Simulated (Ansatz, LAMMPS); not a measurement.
# Convergence of a linear-scaling basis for regrown after partial melting: C with 5 % Si on C sites, (111) (192 atoms)

Aim: test how closely localised support functions follow the reference on regrown after partial melting: C with 5 % Si on C sites, (111) (192 atoms), and at what cost. A setting counts as converged where the r.m.s. difference of forces stays under 1 % of the r.m.s. force.

Main program and level: Ansatz 0.2.0; Kohn-Sham DFT, PBE, PAW (set soft_2), plane waves.

### 1. The structure

The cell holds 192 atoms: 10 Si and 182 C. Its edges and angles: a = 10.086 Å, b = 8.735 Å, c = 12.789 Å, α = 90.0°, β = 90.0°, γ = 90.0°. It derives from C and Si (diamond C). A 2 x 1 x 2 block of diamond C (a = 3.566 Å), 5 % of C replaced at random by Si with its (111) planes normal to z; the lower 50 % held fixed, the rest melted at 8000 K for 10 ps and cooled to 300 K at 50 K/ps with the Tersoff potential (Tersoff, Phys. Rev. B 39, 5566 (1989)); then all atoms free for 10 ps at 300 K, the cell's length along z at zero stress. Regions: crystal, 96 atoms (3 Si and 93 C); remelted part, 96 atoms (89 C and 7 Si).

Before any run, some limits are plain. The network of bonds at the start is that of the classical potential that made the cell, and needn't be the one that DFT or experiment would give.

### 2. Making the structure

A classical potential supplies the starting structure, since it reaches far longer times than DFT.

This step: classical MD, Tersoff potential (Tersoff, Phys. Rev. B 39, 5566 (1989)) (LAMMPS 22 Jul 2025 - Update 4).

The input, in.lmp:

```
# crystal/amorphous interface of C with 5 % Si on C sites, (111)
units metal
atom_style atomic
boundary p p p
read_data data.lmp
pair_style tersoff
pair_coeff * * SiCGe.tersoff Si(D) C
neigh_modify delay 0 every 1 check yes
thermo_style custom step time temp pe press density
thermo_modify norm yes
timestep 0.0005
thermo 100
group xtal id <= 96
group hot subtract all xtal
fix hold xtal setforce 0 0 0
compute th hot temp
thermo_modify temp th
minimize 1e-4 1e-4 200 2000
reset_timestep 0
velocity hot create 8000 410521 mom yes dist gaussian
fix lim hot nve/limit 0.05
fix lan hot langevin 8000 8000 0.05 410522
thermo 500
run 1000 post no
unfix lim
unfix lan
thermo 3333
fix md hot nvt temp 8000 8000 0.05
run 20000 post no
unfix md
thermo 38500
fix md hot nvt temp 8000 300 0.05
run 308000 post no
unfix md
unfix hold
thermo_modify temp thermo_temp
velocity xtal create 300 410524 mom yes dist gaussian
thermo 5000
fix md all npt temp 300 300 0.05 z 0 0 0.5
run 20000 post no
unfix md
write_dump all custom end.dump id type xs ys zs modify sort id
```

The run is started by

```sh
lmp -in in.lmp -log none -nocite
```

Output:

```text
LAMMPS (22 Jul 2025 - Update 4)
Reading data file ...
  orthogonal box = (0 0 0) to (10.08617 8.73488 12.60005)
  192 atoms
WARNING: Temperature for thermo pressure is not for group all
   Step          Time           Temp          PotEng         Press         Density
         0   0              0             -6.7126218      442505.13      3.6900875
        11   0.0055         0             -6.9116062      376165.4       3.6900875
Loop time of 0.0189745 s on 1 MPI rank(s) for 11 steps with 192 atoms
Minimization stats:
  Stopping criterion = energy tolerance
  Energy initial, next-to-last, final =
     -6.71262184252706  -6.91104140091001   -6.9116061676997
  Force two-norm initial, final = 91.128914 18.302531
  Iterations, force evaluations = 11 20
   Step          Time           Temp          PotEng         Press         Density
         0   0              8000          -6.9116062      470689.35      3.6900875
[... 6 lines left out ...]
      6666   3.333          7415.381      -6.3082132      948626.91      3.6900875
      9999   4.9995         8247.6144     -6.3552211      823404.89      3.6900875
     13332   6.666          7181.664      -6.3767064      765238.47      3.6900875
     16665   8.3325         8315.1307     -6.3872027      743549.47      3.6900875
     19998   9.999          7679.5868     -6.3231402      832675.26      3.6900875
[... 1 line left out ...]
Loop time of 18.6372 s on 1 MPI rank(s) for 20000 steps with 192 atoms
   Step          Time           Temp          PotEng         Press         Density
[... 10 lines left out ...]
Loop time of 278.914 s on 1 MPI rank(s) for 308000 steps with 192 atoms
   Step          Time           Temp          PotEng         Press         Density
[... 2 lines left out ...]
    335000   167.5          272.694       -6.9810624      231909.14      3.6435395
    340000   170            340.14257     -6.9781142      215766.54      3.6233579
    345000   172.5          301.22533     -6.9783233      234488.04      3.6261809
    349000   174.5          322.31466     -6.9808083      244620.48      3.6356286
Loop time of 17.9317 s on 1 MPI rank(s) for 20000 steps with 192 atoms
```

Elapsed: 5.3 min, on 1 thread of Arm Neoverse N1, shared host; peak memory 0.088 GiB.

The input also reads data.lmp (atoms, bonds and types; not printed here).

### 3. Plane-wave single point

This run is the reference for what follows, at a cutoff of 420 eV.

The input, input.yaml:

```yaml
crystal:
  lattice:
    - [10.08617, 0.0, 0.0]
    - [0.0, 8.73488, 0.0]
    - [0.0, 0.0, 12.78879]
  atoms:
    - { symbol: Si, position: [0.95674, 0.11942, 0.02883] }
    - { symbol: Si, position: [0.95793, 0.10518, 0.18653] }
    - { symbol: C, position: [0.33651, 0.02316, 0.22135] }
    - { symbol: C, position: [0.33326, 0.02439, 0.34229] }
    - { symbol: C, position: [0.09761, 0.01154, 0.22308] }
    - { symbol: C, position: [0.08963, 0.02251, 0.34327] }
    - { symbol: C, position: [0.95352, 0.29462, 0.22293] }
    - { symbol: C, position: [0.95712, 0.27665, 0.3442] }
    - { symbol: C, position: [0.21139, 0.60813, 0.04696] }
    - { symbol: C, position: [0.2092, 0.61264, 0.17309] }
    - { symbol: C, position: [0.07703, 0.53729, 0.21488] }
    - { symbol: C, position: [0.08011, 0.53044, 0.33631] }
    - { symbol: C, position: [0.33706, 0.5335, 0.21765] }
    - { symbol: C, position: [0.33195, 0.5261, 0.33561] }
    - { symbol: C, position: [0.20846, 0.76994, 0.21558] }
    - { symbol: C, position: [0.20773, 0.77364, 0.33728] }
    - { symbol: Si, position: [0.20975, 0.27758, 0.21951] }
    - { symbol: C, position: [0.20711, 0.2716, 0.35147] }
    - { symbol: C, position: [0.0846, 0.18695, 0.38333] }
    - { symbol: C, position: [0.08096, 0.19048, 0.50381] }
    - { symbol: C, position: [0.33324, 0.18805, 0.38656] }
    - { symbol: C, position: [0.334, 0.18762, 0.50546] }
    - { symbol: C, position: [0.20862, 0.44718, 0.3782] }
    - { symbol: C, position: [0.21089, 0.44565, 0.49782] }
    - { symbol: C, position: [0.95909, 0.78129, 0.21767] }
    - { symbol: C, position: [0.96023, 0.77956, 0.34074] }
    - { symbol: C, position: [0.3332, 0.68616, 0.37477] }
    - { symbol: C, position: [0.34019, 0.69183, 0.49492] }
    - { symbol: C, position: [0.08575, 0.69256, 0.37858] }
    - { symbol: C, position: [0.09097, 0.69639, 0.50186] }
    - { symbol: C, position: [0.95854, 0.94147, 0.3825] }
    - { symbol: C, position: [0.96038, 0.94258, 0.50589] }
    [... 154 atom lines left out ...]
    - { symbol: C, position: [0.5861, 0.86123, 0.54424] }
    - { symbol: C, position: [0.58802, 0.86245, 0.66792] }
    - { symbol: C, position: [0.84125, 0.85634, 0.54286] }
    - { symbol: C, position: [0.95321, 0.78065, 0.71826] }
    - { symbol: C, position: [0.70907, 0.11393, 0.54643] }
    - { symbol: C, position: [0.70643, 0.10925, 0.66729] }
kpoints:
  mp_grid: { grid: [1, 2, 1] }
hamiltonian:
  xc: pbe
scf:
  occupations: { method: gaussian, width: 0.025 }
output:
  forces: true
  stress: true
  populations: intrinsic
  dos:
    method: { smearing: { sigma: 0.1 } }
    de: 0.1
    projected: { site_lists: { C: [C], Si: [Si] } }
  eigenvalues: true
  write_density: true
  write_potential: true
  volumetric_format: npy
```

The run is started by

```sh
ansatz run input.yaml --threads 4 --pin off --max-ram 8192MiB --backend cpu --events-out ev --progress --plain --runs-dir out
```

Output:

```text
Engine: ansatz 0.2.0, aarch64-unknown-linux-gnu
Pseudopotentials: kind: paw
Pseudopotential: Si, paw, valence charge 4, recommended cutoff 420 eV (normal), Si.paw.azcp
Pseudopotential: C, paw, valence charge 4, recommended cutoff 420 eV (normal), C.paw.azcp
[... 5 lines on functional and potentials left out ...]
Crystal: 192 atoms, lattice volume = 1126.711 Å³
Basis set: ecut = 420 eV, 22063 PW (Γ), exchange–correlation on 144×120×180 points (8 copies of the dense FFT grid, shifted against one another)
Bands: 576, of which v1, the nominal top of the filled ones, is band 384 counted from 1 (383 counted from 0)
Symmetry: 1 space group operations
Space group: P1 (ITA 1), of the structure as read, at distance tolerance 1.0e-4 Å
k-points: 2
[... 5 lines on functional and potentials left out ...]
Initial density: superposition of atomic densities (neutral atoms: chi_scale 0, normalization atom), corrected by the library's trained network
Initial wavefunctions: pseudopotential atomic-orbital guess
Functional: x = pbe(κ = 0.804, μ = 0.219515), c = pbe(β = 0.066725)
SCF iter   1: F=—  HF=-51944.343047 eV  |F-HF|=—  |Δ(HF+E_count)|=         —  Δρ=1.03e-2  dr2=3.09e0  ethr=1.77e-3  ⟨swp⟩=7.0  Hψ=4676  notcnv=0  defer=356
preconditioner: auto → Resta (q_TF=auto, 2.559 Å⁻¹)  ε∞=4.5  [insulator: Δε(μ)=0.198 eV  Ē_g=16.360 eV  σ=0.025 eV  W_gap=1.00  n_scr=332 (ndim 8)  ℏωp=30.7 eV  f_vac=0.000  D(μ)=0.00/eV (n_scr^D=0)  ε∞_Penn≈4.5]
SCF iter   2: F=—  HF=-51943.922046 eV  |F-HF|=—  |Δ(HF+E_count)|=   4.21e-1  Δρ=5.04e-3  dr2=5.79e-1  ethr=4.02e-4  ⟨swp⟩=2.0  Hψ=1339  notcnv=0  defer=374
SCF iter   3: F=—  HF=-51943.799482 eV  |F-HF|=—  |Δ(HF+E_count)|=   1.23e-1  Δρ=1.64e-3  dr2=7.23e-2  ethr=7.54e-5  ⟨swp⟩=3.0  Hψ=1244  notcnv=0  defer=375
SCF iter   4: F=—  HF=-51943.792922 eV  |F-HF|=—  |Δ(HF+E_count)|=   6.56e-3  Δρ=5.70e-4  dr2=9.15e-3  ethr=9.42e-6  ⟨swp⟩=2.0  Hψ=799  notcnv=0  defer=375
SCF iter   5: F=—  HF=-51943.791874 eV  |F-HF|=—  |Δ(HF+E_count)|=   1.05e-3  Δρ=2.06e-4  dr2=1.36e-3  ethr=1.19e-6  ⟨swp⟩=3.0  Hψ=1385  notcnv=0  defer=375
SCF iter   6: F=—  HF=-51943.791778 eV  |F-HF|=—  |Δ(HF+E_count)|=   9.60e-5  Δρ=4.63e-5  dr2=8.34e-5  ethr=1.78e-7  ⟨swp⟩=2.0  Hψ=788  notcnv=0  defer=375
SCF iter   7: F=—  HF=-51943.791476 eV  |F-HF|=—  |Δ(HF+E_count)|=   3.02e-4  Δρ=2.07e-5  dr2=1.29e-5  ethr=1.09e-8  ⟨swp⟩=2.0  Hψ=1324  notcnv=0  defer=375
SCF iter   8: F=—  HF=-51943.791475 eV  |F-HF|=—  |Δ(HF+E_count)|=   1.01e-6  Δρ=3.26e-6  dr2=2.55e-7  ethr=1.68e-9  ⟨swp⟩=2.0  Hψ=1138  notcnv=0  defer=375
SCF iter   9: F=-51943.791475 eV  HF=-51943.791475 eV  |F-HF|=2.92e-9  |Δ(HF+E_count)|=   2.61e-8  Δρ=5.82e-7  dr2=5.28e-9  ethr=1.30e-11  ⟨swp⟩=19.0  Hψ=9513  notcnv=0
SCF 1 converged in 9 iterations: F = -51943.791475 eV  dr2 = 5.28e-9
  greatest PAW one-centre occupation: 0.729 electrons in one spin orbital (limit 2), on the Si atom at site 1 (counted from 0), in its partial waves of l = 0
SCF converged after 9 iterations
Free energy (F): -51943.791475 eV
Harris-Foulkes:  -51943.791475 eV  (|F-HF|=2.92e-9)
Internal energy: -51943.791475 eV  (E = F + TS)
E sigma→0 (E₀):  -51943.791475 eV
Fermi energy:    14.393956 eV
--- Per-component energies (eV) ---
  E_band       = 3630.503450
  E_kinetic    = 17444.019196
  E_local      = -12434.080488  (includes V_loc(G=0)·N_el)
  E_nonlocal   = 5178.994580
  E_hartree    = 3134.562871
  E_xc         = -9492.537555
  E_vxc        = -11571.331274  (∫ρ·V_xc dr)
  E_paw        = -23205.014770  (= ΣΔE_a)
  E_vpaw       = -1256.226220  (= ΣTr[D̂ρ^β])
  E_aug_tail   = 0.001585  (compensation charges beyond the density's cutoff)
  E_ewald      = -32569.736895
  E_smearing   = -0.000000  (= −TS)
  E_closure    = 0.000000  (closes the sum)
  Σ components = -51943.791475   (vs F -51943.791475, Δ=0.00e0)
--- Forces (eV/Å), atoms counted from 1 ---
  atom   1  Si     1.14754566    -1.36578071     0.35611799
  atom   2  Si    -0.45598789     1.06378153    -0.26174476
  atom   3  C      0.57694390    -1.14545850    -0.51044122
  atom   4  C      1.00254916     0.00447319     0.35224318
  atom   5  C      0.94430662    -0.54729631     0.51793332
  atom   6  C     -0.99998399    -0.75132096    -0.12734342
  atom   7  C     -0.61380892     1.37153530    -0.21291958
  atom   8  C     -0.40338477     0.84900481    -0.73506419
  atom   9  C     -1.37232452     0.38188389     0.28057180
  atom  10  C     -0.44114592    -0.96455330     0.07412194
  atom  11  C      1.15763340    -0.19624910    -0.01195341
  atom  12  C      0.53652244    -0.61131586     0.96227551
  atom  13  C     -0.92605897    -1.37893026    -1.66874169
  atom  14  C      0.90070369    -0.37578793     0.71141558
[...]
atom 191  C     -0.18144608    -1.24471016    -0.66621330
  atom 192  C      0.35952539     0.21279546     0.45105636
  max |Σ_I F_I| component: 1.90e-5 eV/Å
--- Stress (GPa, compression-positive) ---
       35.515040      -1.065913      -0.380529
       -1.065914      33.036118       0.268133
       -0.380529       0.268134       5.392083
  P = ⅓ Tr σ = 24.6477 GPa (246.477 kbar)
--- Band table (eV) ---
  k-point 0: bands = ["-7.8865", "-7.2148", "-7.1367", "-6.8273", [... 560 levels ...], "23.6003", "23.6266", "23.6568", "23.7035", "23.7169", "23.7298", "23.7502", "23.7881", "23.8170", "23.8432", "23.9070", "23.9440"]
  k-point 1: bands = ["-7.5824", "-7.4367", "-6.9479", "-6.8915", [... 560 levels ...], "23.5635", "23.5685", "23.6134", "23.6490", "23.6986", "23.7194", "23.7449", "23.7779", "23.8184", "23.8506", "23.8653", "23.9073"]
--- intrinsic populations: 192 sites ---
  site symbol       q [e]
     0     Si      3.1227
     1     Si      3.0726
     2      C      3.9951
[...]
191      C      4.0017
  spilling = 0.000000 (of n_electrons = 768.000000)
```

Wall time 3.5 min (4 threads of Arm Neoverse N1, shared host); peak memory 6 GiB; 14 min of CPU time.

Reading the cycles: dr2 is the Hartree energy of the density residual (eV), the measure of convergence; HF is the Harris–Foulkes estimate of the energy, which meets the free energy F at convergence.

The run gave:

```
free energy                                      : -51943.7915 eV
free energy per atom                             : -270.5406 eV/atom
SCF cycles                                       : 9
pressure                                         : 24.65 GPa
r.m.s. force component                           : 1.073 eV/Å
longest force                                    : 5.89 eV/Å
Fermi energy                                     : 14.39 eV
gap (highest filled to lowest empty level) : 0.2013 eV
```

The r.m.s. force component of 1.1 eV/Å sets the scale for the differences below.

### 4. Support functions medium

The cell is solved in localised support functions. The level medium gives here a grid of 48×48×60 points and a radius of 2.99 Å.

This step: Kohn-Sham DFT, PBE, PAW (set soft_2), localised support functions (medium) (Ansatz 0.2.0).

input.yaml, the sections that differ from step 3:

```yaml
scf:
  occupations: { method: gaussian, width: 0.025 }
  eigensolver: { kind: { support_functions: { accuracy: medium } } }
  max_iter: 150
output:
  forces: true
  eigenvalues: true
# crystal, kpoints, hamiltonian: as in step 3
```

Output:

```text
Warning: scf.eigensolver.kind.support_functions: disabling space-group detection — the functions' gradient is summed over unrotated k-points, so no spatial operation reduces the k-mesh or symmetrises the density; time reversal is kept, so that k and −k are solved as one point where they differ and the mesh holds both, and exact exchange and, on two spinor components, a DFT+U term hold to it where the run has them: [...]
settings of this run that can trade accuracy for cost: scf.eigensolver.kind.support_functions [...]
[...]
Crystal: 192 atoms, lattice volume = 1126.711 Å³
Basis set: ecut = 420 eV, 22063 PW (Γ), exchange–correlation on 144×128×180 points (8 copies of the dense FFT grid, shifted against one another)
Bands: 461, of which v1, the nominal top of the filled ones, is band 384 counted from 1 (383 counted from 0)
Symmetry: 1 space group operations
k-points: 2
[...]
Eigensolver: Support functions (medium, 48×48×60 points, laid for a spacing of at most 0.228497 Å, radius 2.985113 Å, 2 species' potentials softened for the grid, 2 wholly corrected for its errors in the mean over positions, 2 with the egg-box correction, energy correction by stochastic trace)
[...]
SCF iter   1: F=—  HF=-51968.818327 eV  |F-HF|=—  |Δ(HF+E_count)|=         —  Δρ=1.37e-1  dr2=2.19e2  ethr=1.00e-1
[...]
SCF iter  11: F=—  HF=-51944.456542 eV  |F-HF|=—  |Δ(HF+E_count)|=   3.39e-3  Δρ=1.84e-5  dr2=5.92e-6  ethr=5.73e-9  κ⁻¹=2.3e-6(r=7)
SCF iter  12: F=-51944.459282 eV  HF=-51944.459283 eV  |F-HF|=1.86e-7  |Δ(HF+E_count)|=   2.74e-3  Δρ=6.22e-6  dr2=5.86e-7  ethr=7.71e-10
SCF 1 converged in 12 iterations: F = -51944.499941 eV  dr2 = 5.86e-7
[...]
SCF converged after 12 iterations
Stability not checked: this state was not tested for a lower state beside it, because the mixer in use, unlike msr1, does not test its closes by its own steps (another_mixer; see scf.mixing.algorithm and scf.lower_state_search)
Free energy (F): -51944.499941 eV
[...]
Internal energy: -51944.499941 eV  (E = F + TS)
E sigma→0 (E₀):  -51944.499941 eV
Fermi energy:    14.392838 eV
[...]
Σ components = -51944.499941   (vs F -51944.499941, Δ=0.00e0)
--- Forces (eV/Å), atoms counted from 1 ---
  atom   1  Si     1.14681244    -1.36511487     0.35768100
  atom   2  Si    -0.45625394     1.06328399    -0.26160783
  atom   3  C      0.57743850    -1.14487943    -0.51021657
  atom   4  C      1.00251917     0.00368073     0.35117318
[...]
atom 192  C      0.35941970     0.21266835     0.45135509
  max |Σ_I F_I| component: 1.77e-2 eV/Å
--- Band table (eV) ---
[...]
```

It took 4.2 min on 4 threads; peak memory 3.9 GiB.

The program notes that the band table was not solved further than the SCF left it and it switched symmetry off.

Keys that differ from the reference: support_functions.accuracy = "medium" and scf.max_iter = 150.

Forces differ from the reference by 0.75 meV/Å r.m.s., 0.070 % of their size, well within a tolerance of 1 %; the energy by -3.7 meV/atom.

### 5. Support functions low

The level low is asked for. Here it resolves to the same grid and radius as in the run with support functions medium, so the basis is not new.

This step: Kohn-Sham DFT, PBE, PAW (set soft_2), localised support functions (low) (Ansatz 0.2.0).

input.yaml, the sections that differ from step 4:

```yaml
scf:
  occupations: { method: gaussian, width: 0.025 }
  eigensolver: { kind: { support_functions: { accuracy: low } } }
  max_iter: 150
# crystal, kpoints, hamiltonian, output: as in step 4
```

Output:

```text
[...]
Crystal: 192 atoms, lattice volume = 1126.711 Å³
Basis set: ecut = 420 eV, 22063 PW (Γ), exchange–correlation on 144×128×180 points (8 copies of the dense FFT grid, shifted against one another)
Bands: 461, of which v1, the nominal top of the filled ones, is band 384 counted from 1 (383 counted from 0)
Symmetry: 1 space group operations
k-points: 2
[...]
Eigensolver: Support functions (low, 48×48×60 points, laid for a spacing of at most 0.228497 Å, radius 2.985113 Å, 2 species' potentials softened for the grid, 2 wholly corrected for its errors in the mean over positions, 2 with the egg-box correction, energy correction by stochastic trace)
[...]
SCF iter   1: F=—  HF=-51968.818327 eV  |F-HF|=—  |Δ(HF+E_count)|=         —  Δρ=1.37e-1  dr2=2.19e2  ethr=1.00e-1
[...]
SCF iter  10: F=—  HF=-51944.453148 eV  |F-HF|=—  |Δ(HF+E_count)|=   4.47e-3  Δρ=4.26e-5  dr2=4.40e-5  ethr=6.45e-8  κ⁻¹=8.5e-6(r=7)
SCF iter  11: F=-51944.456538 eV  HF=-51944.456542 eV  |F-HF|=3.24e-6  |Δ(HF+E_count)|=   3.39e-3  Δρ=1.84e-5  dr2=5.92e-6  ethr=5.73e-9
SCF 1 converged in 11 iterations: F = -51944.499972 eV  dr2 = 5.92e-6
[...]
SCF converged after 11 iterations
[...]
Free energy (F): -51944.499972 eV
[...]
Internal energy: -51944.499972 eV  (E = F + TS)
E sigma→0 (E₀):  -51944.499972 eV
Fermi energy:    14.392883 eV
[...]
Σ components = -51944.499972   (vs F -51944.499972, Δ=0.00e0)
--- Forces (eV/Å), atoms counted from 1 ---
  atom   1  Si     1.14662788    -1.36505612     0.35694705
  atom   2  Si    -0.45604707     1.06333785    -0.26105907
  atom   3  C      0.57744094    -1.14488886    -0.51027509
  atom   4  C      1.00251094     0.00365181     0.35121397
[...]
atom 192  C      0.35937260     0.21274185     0.45146069
  max |Σ_I F_I| component: 1.73e-2 eV/Å
--- Band table (eV) ---
[...]
```

It took 3.8 min on 4 threads; peak memory 3.9 GiB.

Keys that differ from the reference: support_functions.accuracy = "low" and scf.max_iter = 150.

Forces differ from the reference by 0.75 meV/Å r.m.s., 0.07 % of their size, well within a tolerance of 1 %; the energy by -3.7 meV/atom.

(Continued in part 2 of 3.)

[Long decimals in the printed logs are rounded to 6 places.]

[Logs are printed without paths, hosts, clocks, repeated set-up lines and the standing remarks that a program may print on its own settings, such as how far it seeks lower states.]

[Hosts, paths, dates, database ids (printed as entryN), source tags and the programs' standing remarks are cut or masked in the printed files.]
